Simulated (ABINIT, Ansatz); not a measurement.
# Li3SeBr (Pm-3m): modes at Γ and the response to a field

Aim: the zone-centre modes of Li3SeBr (Pm-3m).

Calculated with ABINIT 10.8.3; DFT PBEsol, scalar-relativistic, plane waves, PseudoDojo norm-conserving pseudopotentials.

The structure was built from a prototype and need not be the compound's stable phase.

## Step 1: Starting point

The structure is cubic, space group Pm-3m (No. 221). The conventional cell has a = 4.786 Å, b = 4.786 Å, c = 4.786 Å, α = 90.00°, β = 90.00°, γ = 90.00°. Nearest to Br lie 12 Li at 3.38 Å. Nearest to Se lie 6 Li at 2.39 Å. Li has 2 Se at 2.39 Å nearest. Farther neighbours and most contacts between anions are not listed.

## Step 2: Relaxation

The harmonic expansion needs vanishing forces, and a free crystal bears no stress, so cell and atoms are brought to rest. Stress is more sensitive to the basis than forces are: the last 3 Ha under the cutoff are smoothed with ecutsm, and the cutoff is raised above that of the later runs.

The starting cell comes from a relaxation made beforehand in Ansatz (PBEsol, PseudoDojo NC).

The input, relax.abi:

```
# relaxation
ionmov 2
optcell 2
dilatmx 1.08
ntime 40
tolmxf 1.0d-05
tolvrs 1.0d-14
prtwf 0
prtden 0
chksymtnons 0

# basis, mesh and filling
ecut 48.0
ecutsm 3.0
ngkpt 4 4 4
nshiftk 1
shiftk 0.0 0.0 0.0
istwfk *1
occopt 1
nband 16
nstep 100
diemac 9.0
prtebands 0
prtgsr 0
useylm 1

# cell and atoms
acell 3*1.0 Angstrom
rprim 
    4.785921256 0.0 0.0
    0.0 4.785921256 0.0
    0.0 0.0 4.785921256
ntypat 3
znucl 35 34 3
natom 5
typat 1 2 3 3 3
xred 
    0.0 0.0 0.0
    0.5 0.5 0.5
    0.5 0.5 0.0
    0.5 0.0 0.5
    0.0 0.5 0.5
pp_dirpath "./pseudo"
pseudos "Br.upf, Se.upf, Li.upf"
```

Launch:

```
$ OMP_NUM_THREADS=1 mpirun -n 4 abinit relax.abi > relax.log
```

Numbers of over 12 decimals in the logs are rounded to 6 here.

relax.abo, the main output file:

```text
[banners, grids, parts of the stress and lines that vanish by symmetry left out]
- input  file    -> relax.abi
- output file    -> relax.abo
- root for input  files -> relaxi
[...]
Symmetries : space group Pm -3 m (#221); Bravais cP (primitive cubic)
[...]
mpw =       14836          nfft =      262144          nkpt =          10
[...]
== DATASET  1 ==================================================================
[...]
cutoff_energies: {ecut:  48.0, pawecutdg:  -1.0, }
[...]
ETOT  1  -153.46851866590    -1.535E+02 2.366E+00 4.122E+03
 ETOT  2  -158.09570742591    -4.627E+00 3.582E-02 4.695E+03
 ETOT  3  -158.42935274728    -3.336E-01 2.879E-04 1.050E+03
 ETOT  4  -158.48889050899    -5.954E-02 1.981E-04 2.581E+02
 ETOT  5  -158.50712684225    -1.824E-02 8.010E-05 2.658E+01
[...]
At SCF step   16       vres2   =  9.18E-16 < tolvrs=  1.00E-14 =>converged.
[...]
sigma(1 1)=  1.66079372E-07  sigma(3 2)=  0.00000000E+00
  sigma(2 2)=  1.66079372E-07  sigma(3 1)=  0.00000000E+00
  sigma(3 3)=  1.66079372E-07  sigma(2 1)=  0.00000000E+00
[...]
convergence: {deltae: -9.919E-12, res2:  9.180E-16, residm:  1.332E-20, diffor: null, }
etotal    :  -1.58509146E+02
[...]
ETOT  1  -158.50914591641    -1.585E+02 3.523E-13 3.970E-04
[...]
At SCF step    9       vres2   =  1.85E-16 < tolvrs=  1.00E-14 =>converged.
[...]
sigma(1 1)=  1.53345328E-07  sigma(3 2)=  0.00000000E+00
  sigma(2 2)=  1.53345328E-07  sigma(3 1)=  0.00000000E+00
  sigma(3 3)=  1.53345328E-07  sigma(2 1)=  0.00000000E+00
[...]
convergence: {deltae: -2.558E-13, res2:  1.849E-16, residm:  1.372E-20, diffor: null, }
etotal    :  -1.58509146E+02
[...]
ETOT  1  -158.50914301763    -1.585E+02 5.162E-07 5.751E-02
[...]
ETOT  9  -158.50914594597     2.095E-11 2.027E-18 2.751E-14
 ETOT 10  -158.50914594595     1.467E-11 4.264E-20 9.851E-15
 At SCF step   10       vres2   =  9.85E-15 < tolvrs=  1.00E-14 =>converged.
[...]
sigma(1 1)= -3.42918727E-11  sigma(3 2)=  0.00000000E+00
  sigma(2 2)= -3.42918727E-11  sigma(3 1)=  0.00000000E+00
  sigma(3 3)= -3.42918736E-11  sigma(2 1)=  0.00000000E+00
[...]
convergence: {deltae:  1.467E-11, res2:  9.851E-15, residm:  4.264E-20, diffor: null, }
etotal    :  -1.58509146E+02
[...]
At Broyd/MD step   3, gradients are converged :
[...]
sigma(1 1)= -3.42918727E-11  sigma(3 2)=  0.00000000E+00
  sigma(2 2)= -3.42918727E-11  sigma(3 1)=  0.00000000E+00
  sigma(3 3)= -3.42918736E-11  sigma(2 1)=  0.00000000E+00
[...]
- sigma(1 1)= -1.00890173E-06  sigma(3 2)=  0.00000000E+00
- sigma(2 2)= -1.00890173E-06  sigma(3 1)=  0.00000000E+00
- sigma(3 3)= -1.00890175E-06  sigma(2 1)=  0.00000000E+00
[...]
fcart     -0.0000000000E+00 -0.0000000000E+00 -0.0000000000E+00
           strten     -3.4291872727E-11 -3.4291872727E-11 -3.4291873594E-11
================================================================================

[key lines of the parts left out:]
pressure_GPa:   1.0089E-06
Total energy (etotal) [Ha]= -1.58509145945954E+02
```

Wall time 67 s (4 MPI ranks of Arm Neoverse V2, shared host); 4.4 min of CPU time.

Little changed from the start: no atom moved by 0.005 Å and no cell edge by 0.1 %.

This step gave:

```
volume per atom : 21.92 Å³
pressure        : 1.01e-6 GPa
```

## Step 3: Self-consistent run for the response

The response is built on these wavefunctions, so the potential is converged far more tightly than an energy would need. The mesh is shifted off Γ, since shifted meshes converge sums over the zone faster.

The input, gs.abi:

```
# ground state
tolvrs 1.0d-16
prtden 1
prtwf 1

# basis, mesh and filling
ecut 39.0
ngkpt 4 4 4
nshiftk 1
shiftk 0.5 0.5 0.5
istwfk *1
occopt 1
nband 16
nstep 100
diemac 9.0
prtebands 0
prtgsr 0
useylm 1

# cell and atoms
acell 3*1.0 Angstrom
rprim 
    4.785610321 0.0 0.0
    0.0 4.785610321 0.0
    0.0 0.0 4.785610321
ntypat 3
znucl 35 34 3
natom 5
typat 1 2 3 3 3
xred 
    0.0 0.0 0.0
    0.5 0.5 0.5
    0.5 0.5 0.0
    0.5 0.0 0.5
    0.0 0.5 0.5
pp_dirpath "./pseudo"
pseudos "Br.upf, Se.upf, Li.upf"
```

Launch:

```
$ OMP_NUM_THREADS=1 mpirun -n 4 abinit gs.abi > gs.log
```

gs.abo, the main output file:

```text
[banners, grids, parts of the stress and lines that vanish by symmetry left out]
- input  file    -> gs.abi
- output file    -> gs.abo
- root for input  files -> gsi
[...]
Symmetries : space group Pm -3 m (#221); Bravais cP (primitive cubic)
[...]
mpw =        8616          nfft =      157464          nkpt =           4
[...]
== DATASET  1 ==================================================================
[...]
cutoff_energies: {ecut:  39.0, pawecutdg:  -1.0, }
[...]
ETOT  1  -152.51591232815    -1.525E+02 1.926E+00 2.068E+03
 ETOT  2  -157.87800585678    -5.362E+00 1.600E-02 3.939E+03
 ETOT  3  -158.37613976089    -4.981E-01 2.441E-04 8.481E+02
 ETOT  4  -158.47726065974    -1.011E-01 5.596E-05 2.027E+02
 ETOT  5  -158.50421716611    -2.696E-02 2.330E-05 3.095E+01
[...]
ETOT 16  -158.50902337157     1.342E-11 1.227E-20 2.249E-16
 ETOT 17  -158.50902337158    -4.036E-12 2.300E-22 1.260E-17
 At SCF step   17       vres2   =  1.26E-17 < tolvrs=  1.00E-16 =>converged.
[...]
sigma(1 1)=  4.45523025E-06  sigma(3 2)=  0.00000000E+00
  sigma(2 2)=  4.45523025E-06  sigma(3 1)=  0.00000000E+00
  sigma(3 3)=  4.45523025E-06  sigma(2 1)=  0.00000000E+00
[...]
convergence: {deltae: -4.036E-12, res2:  1.260E-17, residm:  2.300E-22, diffor: null, }
etotal    :  -1.58509023E+02
[...]
sigma(1 1)=  4.45523025E-06  sigma(3 2)=  0.00000000E+00
  sigma(2 2)=  4.45523025E-06  sigma(3 1)=  0.00000000E+00
  sigma(3 3)=  4.45523025E-06  sigma(2 1)=  0.00000000E+00
[...]
- sigma(1 1)=  1.31077399E-01  sigma(3 2)=  0.00000000E+00
- sigma(2 2)=  1.31077399E-01  sigma(3 1)=  0.00000000E+00
- sigma(3 3)=  1.31077399E-01  sigma(2 1)=  0.00000000E+00
[...]
fcart     -0.0000000000E+00 -0.0000000000E+00 -0.0000000000E+00
           strten      4.4552302522E-06  4.4552302522E-06  4.4552302522E-06
================================================================================

[key lines of the parts left out:]
pressure_GPa:  -1.3108E-01
```

Run time: 10 s. Hardware: 4 MPI ranks.

Numbers from this step:

```
pressure : -0.1311 GPa
```

The cell stands at -0.13 GPa: the relaxation ran with a smoothed and higher cutoff and on another k mesh.

## Step 4: The gap at rest

Empty bands on the ground state's density check that the gap assumed so far is there in this cell.

The input, gap.abi:

```
# empty bands on the ground state's density
iscf -2
getden_filepath "gso_DEN"
tolwfr 1.0d-12
nbdbuf 2
prtwf 0

# basis, mesh and filling
ecut 39.0
ngkpt 4 4 4
nshiftk 1
shiftk 0.0 0.0 0.0
istwfk *1
occopt 1
nband 20
nstep 100
diemac 9.0
prtebands 0
prtgsr 0
useylm 1

# cell and atoms
acell 3*1.0 Angstrom
rprim 
    4.785610321 0.0 0.0
    0.0 4.785610321 0.0
    0.0 0.0 4.785610321
ntypat 3
znucl 35 34 3
natom 5
typat 1 2 3 3 3
xred 
    0.0 0.0 0.0
    0.5 0.5 0.5
    0.5 0.5 0.0
    0.5 0.0 0.5
    0.0 0.5 0.5
pp_dirpath "./pseudo"
pseudos "Br.upf, Se.upf, Li.upf"
```

Launch:

```
$ OMP_NUM_THREADS=1 mpirun -n 4 abinit gap.abi > gap.log
```

gap.abo, the main output file:

```text
[banners, grids, parts of the stress and lines that vanish by symmetry left out]
- input  file    -> gap.abi
- output file    -> gap.abo
- root for input  files -> gapi
[...]
Symmetries : space group Pm -3 m (#221); Bravais cP (primitive cubic)
[...]
mpw =        8642          nfft =      157464          nkpt =          10
[...]
== DATASET  1 ==================================================================
[...]
cutoff_energies: {ecut:  39.0, pawecutdg:  -1.0, }
[...]
-outvars: echo values of variables after computation
            acell      1.8897261259E+00  1.8897261259E+00  1.8897261259E+00 Bohr
================================================================================
```

The job ended after 14 s (4 MPI ranks; 57 s of CPU time).

This step gave:

```yaml
gap_on_the_k_mesh: 3.272 eV
```

In this cell the gap on the mesh is 3.3 eV, indirect (smallest direct 3.5 eV), so fixed occupations hold.

## Step 5: Linear response at Γ

The derivative of the wavefunctions by k comes first, since the response to a field is built on it; then the field and the displacements that symmetry doesn't supply are solved at q = 0.

It reads the wavefunctions written in step 3.

The input, dfpt_gamma.abi:

```
ndtset 2

# common to the responses
getwfk_filepath "gso_WFK"
kptopt 2
nqpt 1
qpt 0.0 0.0 0.0
asr 0
chneut 0

# d/dk
rfelfd1 2
rfdir1 1 1 1
iscf1 -3
tolwfr1 1.0d-20

# displacements, field
rfphon2 1
rfatpol2 1 5
rfdir2 1 1 1
rfelfd2 3
getddk2 1
tolvrs2 1.0d-10
prtwf2 0

# basis, mesh and filling
ecut 39.0
ngkpt 4 4 4
nshiftk 1
shiftk 0.5 0.5 0.5
istwfk *1
occopt 1
nband 16
nstep 100
diemac 9.0
prtebands 0
prtgsr 0
useylm 1

# cell and atoms
acell 3*1.0 Angstrom
rprim 
    4.785610321 0.0 0.0
    0.0 4.785610321 0.0
    0.0 0.0 4.785610321
ntypat 3
znucl 35 34 3
natom 5
typat 1 2 3 3 3
xred 
    0.0 0.0 0.0
    0.5 0.5 0.5
    0.5 0.5 0.0
    0.5 0.0 0.5
    0.0 0.5 0.5
pp_dirpath "./pseudo"
pseudos "Br.upf, Se.upf, Li.upf"
```

Launch:

```
$ OMP_NUM_THREADS=1 mpirun -n 4 abinit dfpt_gamma.abi > dfpt_gamma.log
```

dfpt_gamma.abo, the main output file:

```text
[banners, grids, parts of the stress and lines that vanish by symmetry left out]
- input  file    -> dfpt_gamma.abi
- output file    -> dfpt_gamma.abo
- root for input  files -> dfpt_gammai
[...]
DATASET    1 : space group Pm -3 m (#221); Bravais cP (primitive cubic)
[...]
nfft =      157464          nkpt =          32
[...]
DATASET    2 : space group Pm -3 m (#221); Bravais cP (primitive cubic)
[...]
nfft =      157464          nkpt =          32
[...]
== DATASET  1 ==================================================================
[...]
cutoff_energies: {ecut:  39.0, pawecutdg:  -1.0, }
[...]
-  3.00000   3.00000  180301                  znucl, zion, pspdat
[...]
Perturbation : derivative vs k along direction   1
[...]
-ETOT  1  -28.005137764497     -2.801E+01 6.517E-02 0.000E+00
 ETOT  2  -28.048390949059     -4.325E-02 6.364E-04 0.000E+00
 ETOT  3  -28.048640570489     -2.496E-04 8.329E-06 0.000E+00
 ETOT  4  -28.048643291528     -2.721E-06 1.216E-07 0.000E+00
 ETOT  5  -28.048643324290     -3.276E-08 1.715E-09 0.000E+00
[...]
At SCF step   12   max residual=  9.45E-21 < tolwfr=  1.00E-20 =>converged.
[...]
Perturbation : derivative vs k along direction   2
[...]
-ETOT  1  -28.004000731094     -2.800E+01 5.344E-02 0.000E+00
[...]
At SCF step   12   max residual=  9.45E-21 < tolwfr=  1.00E-20 =>converged.
[...]
Perturbation : derivative vs k along direction   3
[...]
-ETOT  1  -28.005137732600     -2.801E+01 6.516E-02 0.000E+00
[...]
At SCF step   12   max residual=  9.45E-21 < tolwfr=  1.00E-20 =>converged.
[...]
1        1       0.8737500687    0.0000000000
     1        2       0.0000000000    0.0000000000
     1        3       0.0000000000    0.0000000000
     2        1       0.0000000000    0.0000000000
     2        2       0.8737500687   -0.0000000000
     2        3       0.0000000000    0.0000000000
     3        1       0.0000000000    0.0000000000
     3        2       0.0000000000    0.0000000000
     3        3       0.8737500687   -0.0000000000
[...]
== DATASET  2 ==================================================================
[...]
cutoff_energies: {ecut:  39.0, pawecutdg:  -1.0, }
[...]
Perturbation : displacement of atom   1   along direction   1
[...]
-ETOT  1  0.383461     -7.095E+02 1.869E+00 1.607E+03
[...]
At SCF step   11       vres2   =  2.18E-12 < tolvrs=  1.00E-10 =>converged.
[...]
Perturbation : displacement of atom   2   along direction   1
[...]
-ETOT  1   19.522851063811     -7.900E+04 1.211E+02 8.923E+03
[...]
At SCF step   11       vres2   =  1.27E-11 < tolvrs=  1.00E-10 =>converged.
[...]
Perturbation : displacement of atom   3   along direction   1
[...]
-ETOT  1  0.479039     -2.843E+03 2.711E+01 1.058E+03
[...]
At SCF step   11       vres2   =  3.99E-11 < tolvrs=  1.00E-10 =>converged.
[...]
Perturbation : displacement of atom   3   along direction   3
[...]
-ETOT  1   6.849865     -2.826E+03 2.569E+01 4.091E+03
[...]
At SCF step   11       vres2   =  1.52E-11 < tolvrs=  1.00E-10 =>converged.
[...]
Perturbation : homogeneous electric field along direction   1
[...]
-ETOT  1  -66.667200682051     -6.667E+01 6.608E-01 4.739E+04
[...]
ETOT 10  -77.010183622670     -1.809E-11 7.890E-14 2.931E-09
 ETOT 11  -77.010183622671     -8.669E-13 9.881E-16 3.889E-11
 At SCF step   11       vres2   =  3.89E-11 < tolvrs=  1.00E-10 =>converged.
[...]
Dielectric tensor, in cartesian coordinates,
[...]
1    7   1    7         3.7105791028        -0.0000000000
   1    7   2    7        -0.0000000000        -0.0000000000
   1    7   3    7        -0.0000000000        -0.0000000000
   2    7   1    7        -0.0000000000        -0.0000000000
   2    7   2    7         3.7105791028        -0.0000000000
   2    7   3    7        -0.0000000000        -0.0000000000
   3    7   1    7        -0.0000000000        -0.0000000000
   3    7   2    7        -0.0000000000        -0.0000000000
   3    7   3    7         3.7105791028        -0.0000000000
  Effective charges, in cartesian coordinates,
[...]
1    1   1    7        -1.5596296199         0.0000000000
   2    1   1    7         0.0000000000         0.0000000000
   3    1   1    7         0.0000000000         0.0000000000
   1    2   1    7        -1.6819018482         0.0000000000
   2    2   1    7         0.0000000000         0.0000000000
[...]
Effective charges, in cartesian coordinates,
[...]
2    7   1    5         0.0000000000         0.0000000000
   3    7   1    5         0.0000000000         0.0000000000
   1    7   2    5         0.0000000000         0.0000000000
   2    7   2    5         0.9972756506         0.0000000000
   3    7   2    5         0.0000000000         0.0000000000
   1    7   3    5         0.0000000000         0.0000000000
   2    7   3    5         0.0000000000         0.0000000000
   3    7   3    5         0.9972756506         0.0000000000
  Phonon wavevector (reduced coordinates) :  0.00000  0.00000  0.00000
 Phonon energies in Hartree :
[...]
Phonon frequencies in cm-1    :
- -1.365595E+02 -1.365595E+02 -1.365595E+02 -1.327340E+02 -1.327340E+02
- -1.327340E+02  3.409161E+00  3.409161E+00  3.409161E+00  9.458758E+01
-  9.458758E+01  9.458758E+01  5.251081E+02  5.251081E+02  5.251081E+02
  Phonon at Gamma, with non-analyticity in the
[...]
Phonon energies in Hartree :
[...]
Phonon frequencies in cm-1    :
- -1.365595E+02 -1.365595E+02 -1.327340E+02 -1.327340E+02 -1.327340E+02
-  3.403772E+00  3.409161E+00  3.409161E+00  7.924217E+01  9.458758E+01
-  9.458758E+01  1.476011E+02  5.251081E+02  5.251081E+02  5.549746E+02
  Phonon at Gamma, with non-analyticity in the
[...]
Phonon energies in Hartree :
[...]
Phonon frequencies in cm-1    :
- -1.365595E+02 -1.365595E+02 -1.327340E+02 -1.327340E+02 -1.327340E+02
-  3.403772E+00  3.409161E+00  3.409161E+00  7.924217E+01  9.458758E+01
-  9.458758E+01  1.476011E+02  5.251081E+02  5.251081E+02  5.549746E+02
  Phonon at Gamma, with non-analyticity in the
[...]
Phonon energies in Hartree :
[...]
Phonon frequencies in cm-1    :
- -1.365595E+02 -1.365595E+02 -1.327340E+02 -1.327340E+02 -1.327340E+02
-  3.403772E+00  3.409161E+00  3.409161E+00  7.924217E+01  9.458758E+01
-  9.458758E+01  1.476011E+02  5.251081E+02  5.251081E+02  5.549746E+02
[...]
fcart2     0.0000000000E+00  0.0000000000E+00  0.0000000000E+00
           strten2     0.0000000000E+00  0.0000000000E+00  0.0000000000E+00
================================================================================
```

Wall time 3 min (4 MPI ranks); 12 min of CPU time.

Read from the output:

| Item | Value |
| --- | --- |
| miss of the charge sum rule | 0.005214 e |
| largest acoustic frequency at the zone centre before the sum rule | 3.41 cm⁻¹ |
| highest optical zone-centre mode (no LO-TO term) | 525.1 cm⁻¹ |
| lowest optical zone-centre mode | -136.6 cm⁻¹ |
| mean high-frequency dielectric constant | 3.711 |
| largest Born charge in size (third of the trace) | 1.682 e |

Born charge (rows field, columns displacement), before the sum rule (e), principal values of the symmetric part by kind of site:

```tsv
atom	atoms with these values	low	middle	high	mean
Br1	1	-1.56	-1.56	-1.56	-1.56
Se2	1	-1.68	-1.68	-1.68	-1.68
Li3	3	1.00	1.00	1.25	1.08
```

In full for Br1:

```
-1.56  0.00  0.00
 0.00 -1.56  0.00
 0.00  0.00 -1.56
```

High-frequency dielectric tensor:

```
3.71 0.00 0.00
0.00 3.71 0.00
0.00 0.00 3.71
```

The acoustic modes at Γ come out as far as 3.4 cm⁻¹ from zero, where they should vanish, a small numerical error; the Born charges miss their sum rule by 0.0052 e, which is good. The lowest optical mode is imaginary, 137i cm⁻¹, an instability at this level and on this k mesh.

(Part 1 of 2 ends here.)

[Host names and launcher messages were left out of these logs when they were recorded.]

[Logs are printed without paths, hosts, clocks, repeated set-up lines and the standing remarks that a program may print on its own settings, such as how far it seeks lower states.]

[Hosts, paths, dates, database ids (printed as entryN), source tags and the programs' standing remarks are cut or masked in the printed files.]
